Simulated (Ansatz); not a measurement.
# Y on Zr(0001): change of the work function, part 6 of 6

Aim: the work function of Zr(0001) at several coverages of Y (hcp site), and the dipole that each adsorbate carries.

Ansatz 0.2.0; plane-wave DFT, PBE, Ansatz PAW.

So far, work function, upper face (eV): step 2 (the clean slab) 4.17; step 4 (adsorbate added, k-mesh 6×6×1, coverage 0.25 ML) 2.57; step 6 (the slab at 0.25 ML, atoms frozen) 2.57; step 7 (the substrate of the 0.25 ML cell alone) 4.08; step 10 (varying the input: scf.lower_state_search = "light") 2.57.

### Step 11. Varying the input: scf.algorithm = "density_mixing"

System of this step: Zr(0001). The cell holds 4 atoms: 4 Zr. Its edges and angles: a = 3.230 Å, b = 3.230 Å, c = 25.718 Å, α = 90.0°, β = 90.0°, γ = 60.0°. Vacuum lies along c.

Another changed input: it repeats the earlier run at 0 ML with scf.algorithm to density_mixing.

Input file input.yaml:

```yaml
crystal:
  lattice:
    - [3.23, 0.0, 0.0]
    - [1.615, 2.7972620542, 0.0]
    - [0.0, 0.0, 25.718085]
  atoms:
    - { symbol: Zr, position: [0.6666666667, 0.6666666667, 0.3499482951] }
    - { symbol: Zr, position: [0.0, 0.0, 0.449982765] }
    - { symbol: Zr, position: [0.6666666667, 0.6666666667, 0.550017235] }
    - { symbol: Zr, position: [0.0, 0.0, 0.6500517049] }
kpoints:
  mp_grid: { grid: [11, 11, 1] }
hamiltonian:
  xc: pbe
scf:
  occupations: { method: fermi_dirac, width: 0.1 }
  convergence: { dr2_threshold: 1.0e-08 }
  algorithm: density_mixing
efield:
  axis: 3
  dipole_correction: true
  ramp_position: 0.97
  ramp_width: 0.06
relax:
  f_tol: 0.02
  max_steps: 60
  constraints: [{ sites: [0, 1] }]
output:
  write_potential: true
  write_density: true
  volumetric_format: npy
```

Started as:

```console
$ ansatz run input.yaml --threads 4 --pin off --max-ram 12288MiB --backend cpu --events-out ev --progress --plain --runs-dir out
```

Numbers of over 12 decimals in the logs are rounded to 6 here.

Log:

```text
[...]
Crystal: 4 atoms, lattice volume = 232.367 Å³
Basis set: ecut = 420 eV, 4609 PW (Γ), exchange–correlation on 48×48×360 points (8 copies of the dense FFT grid, shifted against one another)
Bands: 29, of which v1, the nominal top of the filled ones, is band 24 counted from 1 (23 counted from 0)
Symmetry: 6 space group operations
k-points: 16 of 121 (time reversal used)
[...]
SCF iter   1: F=—  HF=-16733.554771 eV  |F-HF|=—  |Δ(HF+E_count)|=         —  Δρ=4.50e-3  dr2=5.38e-1  ethr=1.77e-3  p=-0.000 e·Å  D=-3.08e-14 V/Å  ΔV_dip=0.00 eV  dr2_dipole=3.39e-6  V_vac-E_F(+/−)=4.14/4.13 eV  ⟨swp⟩=5.8  Hψ=4491  notcnv=0
[...]
SCF iter   8: F=-16733.544976 eV  HF=-16733.544976 eV  |F-HF|=3.63e-8  |Δ(HF+E_count)|=   8.85e-8  Δρ=1.39e-6  dr2=4.31e-9  ethr=2.08e-11  p=0.000 e·Å  D=5.98e-7 V/Å  ΔV_dip=-0.00 eV  dr2_dipole=2.69e-14  V_vac-E_F(+/−)=4.18/4.18 eV  ⟨swp⟩=9.7  Hψ=3557  notcnv=0
SCF 1 converged in 8 iterations: F = -16733.544976 eV  dr2 = 4.31e-9
[...]
relax step   1: F+E_penalty+E_count = -16733.54497623 eV  Δ(F+E_penalty+E_count) = +0.000e0 eV  max|allowed force component| = 6.182e-1 eV/Å  Δτ_max = 0.0000 Å  (8 SCF iters, accepted)
Bands: 34, of which v1, the nominal top of the filled ones, is band 24 counted from 1 (23 counted from 0)
[...]
SCF iter   1: F=—  HF=-16733.684462 eV  |F-HF|=—  |Δ(HF+E_count)|=         —  Δρ=8.27e-3  dr2=2.96e0  ethr=3.10e-3  p=0.000 e·Å  D=5.42e-7 V/Å  ΔV_dip=-0.00 eV  dr2_dipole=4.74e-1  V_vac-E_F(+/−)=4.17/4.17 eV  ⟨swp⟩=3.7  Hψ=1345  notcnv=0
[...]
SCF iter  10: F=-16733.568042 eV  HF=-16733.568042 eV  |F-HF|=1.75e-10  |Δ(HF+E_count)|=   5.37e-9  Δρ=5.21e-7  dr2=1.77e-9  ethr=2.08e-11  p=0.003 e·Å  D=2.27e-3 V/Å  ΔV_dip=-0.06 eV  dr2_dipole=3.27e-11  V_vac-E_F(+/−)=4.13/4.19 eV  ⟨swp⟩=8.8  Hψ=3312  notcnv=0
SCF 2 converged in 10 iterations: F = -16733.568042 eV  dr2 = 1.77e-9
[...]
relax step   2: F+E_penalty+E_count = -16733.56804187 eV  Δ(F+E_penalty+E_count) = -2.307e-2 eV  max|allowed force component| = 4.879e-1 eV/Å  Δτ_max = 0.1590 Å  (10 SCF iters, accepted)
[...]
SCF iter   9: F=-16733.584860 eV  HF=-16733.584860 eV  |F-HF|=1.09e-11  |Δ(HF+E_count)|=   1.08e-8  Δρ=3.20e-7  dr2=6.26e-10  ethr=2.08e-11  p=0.001 e·Å  D=4.60e-4 V/Å  ΔV_dip=-0.01 eV  dr2_dipole=1.33e-11  V_vac-E_F(+/−)=4.17/4.18 eV  ⟨swp⟩=8.4  Hψ=3091  notcnv=0
SCF 3 converged in 9 iterations: F = -16733.584860 eV  dr2 = 6.26e-10
relax step   3: F+E_penalty+E_count = -16733.58485971 eV  Δ(F+E_penalty+E_count) = -1.682e-2 eV  max|allowed force component| = 5.915e-2 eV/Å  Δτ_max = 0.0630 Å  (9 SCF iters, accepted)
SCF iter   1: F=—  HF=-16733.585866 eV  |F-HF|=—  |Δ(HF+E_count)|=         —  Δρ=5.38e-4  dr2=6.58e-3  ethr=3.87e-4  p=0.001 e·Å  D=4.60e-4 V/Å  ΔV_dip=-0.01 eV  dr2_dipole=2.22e-5  V_vac-E_F(+/−)=4.17/4.18 eV  ⟨swp⟩=2.0  Hψ=863  notcnv=0
[...]
SCF iter   7: F=-16733.585287 eV  HF=-16733.585287 eV  |F-HF|=6.29e-10  |Δ(HF+E_count)|=   7.43e-9  Δρ=1.11e-6  dr2=8.29e-9  ethr=2.08e-11  p=0.001 e·Å  D=6.67e-4 V/Å  ΔV_dip=-0.02 eV  dr2_dipole=1.07e-9  V_vac-E_F(+/−)=4.17/4.18 eV  ⟨swp⟩=6.9  Hψ=3584  notcnv=0
SCF 4 converged in 7 iterations: F = -16733.585287 eV  dr2 = 8.29e-9
relax step   4: F+E_penalty+E_count = -16733.58528726 eV  Δ(F+E_penalty+E_count) = -4.275e-4 eV  max|allowed force component| = 7.703e-3 eV/Å  Δτ_max = 0.0131 Å  (7 SCF iters, accepted)
[...]
SCF converged after 7 iterations
Free energy (F): -16733.585287 eV
[...]
Internal energy: -16733.368324 eV  (E = F + TS)
E sigma→0 (E₀):  -16733.476806 eV
Entropy (-TS):   -0.216963 eV (-54.241 meV/atom)
Fermi energy:    3.217433 eV
Dipole field:    D = 0.000626 V/Å  (p = 0.000804 e·Å, saw-weighted, corrected)
Work function:   Φ+ = 4.1661 eV   Φ− = 4.1822 eV
[...]
--- Forces (eV/Å), atoms counted from 1 ---
  atom   1  Zr     0.00000000    -0.00000000     0.46037742
  atom   2  Zr    -0.00000000     0.00000000    -0.45826544
  atom   3  Zr     0.00000000    -0.00000000    -0.00770255
  atom   4  Zr    -0.00000000     0.00000000     0.00559635
  max |Σ_I F_I| component: 5.78e-6 eV/Å
--- Band table (eV; the first three rows and the last of 16) ---
  k-point 0: bands = [... 20 lower, 2.9746, 3.2786, 3.7894, 3.8600, 3.9934, 3.9934, 4.0847, 4.0847, ... 6 higher]
  k-point 1: bands = [... 20 lower, 2.8584, 3.2471, 3.5268, 3.5933, 3.8225, 3.9566, 4.1668, 4.1967, ... 6 higher]
  k-point 2: bands = [... 20 lower, 2.4999, 2.8384, 2.9873, 3.2796, 3.4361, 3.6367, 4.0299, 4.2494, ... 6 higher]
  k-point 15: bands = [... 20 lower, 2.0280, 2.4502, 2.5587, 3.0569, 3.1628, 3.4868, 3.4889, 3.6003, ... 6 higher]
--- Relaxed structure (4 steps of the walk, 4 accepted, 0 SCFs on fresh bases) ---
  F+E_penalty+E_count = -16733.58528726 eV   max|allowed force component| = 7.703e-3 eV/Å
  atoms:
    - { symbol: Zr, position: [0.666667, 0.666667, 0.3499482951] }
    - { symbol: Zr, position: [0.0, 0.0, 0.449982765] }
    - { symbol: Zr, position: [0.666667, 0.666667, 0.553858] }
    - { symbol: Zr, position: [-1.4828691324855224e-18, -5.00276078563729e-19, 0.648581] }
```

Elapsed: 12 s, on 4 threads of Arm Neoverse V1, shared host; peak memory 0.56 GiB.

The steps of the relaxation:

| step | energy less that of the first step (eV) | largest force component (eV/Å) |
| --- | --- | --- |
| 1 | 0.0000 | 0.6182 |
| 2 | -0.0231 | 0.4879 |
| 3 | -0.0399 | 0.0591 |
| 4 | -0.0403 | 0.0077 |

The run keeps the 6 symmetry operations that it works with, so distortions that break them were not tested.

The atoms that moved most (Å):

| atom | dx | dy | dz | length |
| --- | --- | --- | --- | --- |
| Zr3 | 0.000 | 0.000 | 0.099 | 0.099 |
| Zr4 | 0.000 | 0.000 | -0.038 | 0.038 |

Final coordinates:

```xyz
4
Lattice="3.2300 0.0000 0.0000 1.6150 2.7973 0.0000 0.0000 0.0000 25.7181" Properties=species:S:1:pos:R:3
Zr    3.2300    1.8648    9.0000
Zr    0.0000    0.0000   11.5727
Zr    3.2300    1.8648   14.2442
Zr    0.0000    0.0000   16.6803
```

This step gave:

```yaml
energy_at_zero_smearing: -16733.4768 eV
work_function_upper_face: 4.166 eV
dipole_along_the_normal: 8.04e-4 e·Å
```

| quantity | this run | earlier run | difference |
| --- | --- | --- | --- |
| work function, upper face (eV) | 4.166 | 4.166 | 0 |
| dipole along the normal (e·Å) | 8.04e-4 | 8.04e-4 | 0 |

Nothing in the table moves by 0.01 in its unit (for the dipole 0.5 % and 5e-5 e·Å).

### Step 12. Results

```json
{
  "work function of the clean face": "4.17 eV",
  "work function at 0.11 ML": "3.18 eV",
  "work function at 0.25 ML": "2.57 eV",
  "dipole per adsorbate at 0.11 ML, positive end outwards": "2.14 D",
  "step of the potential from the moved charge at 0.25 ML, upper less lower side, atoms held": "-1.51 eV"
}
```

Y lowers the work function of Zr(0001) at the lowest coverage, by 0.99 eV: the adsorbate layer has its positive end outwards. The slab has 4 layers, at the tabulated experimental lattice constant, one starting site was run, and quantum-size effects of a slab this thin can reach one or two tenths of an eV. The main runs have no spin polarisation; a magnetic state could lie lower and would change these results.

[Logs are printed without paths, hosts, clocks, repeated set-up lines and the standing remarks that a program may print on its own settings, such as how far it seeks lower states.]

[Hosts, paths, dates, database ids (printed as entryN), source tags and the programs' standing remarks are cut or masked in the printed files.]

[Maps of the electrostatic potential energy from Ansatz leave out the sawtooth potential of an applied field or a dipole correction, so their vacuum need not be flat; planar profiles and work functions include it.]
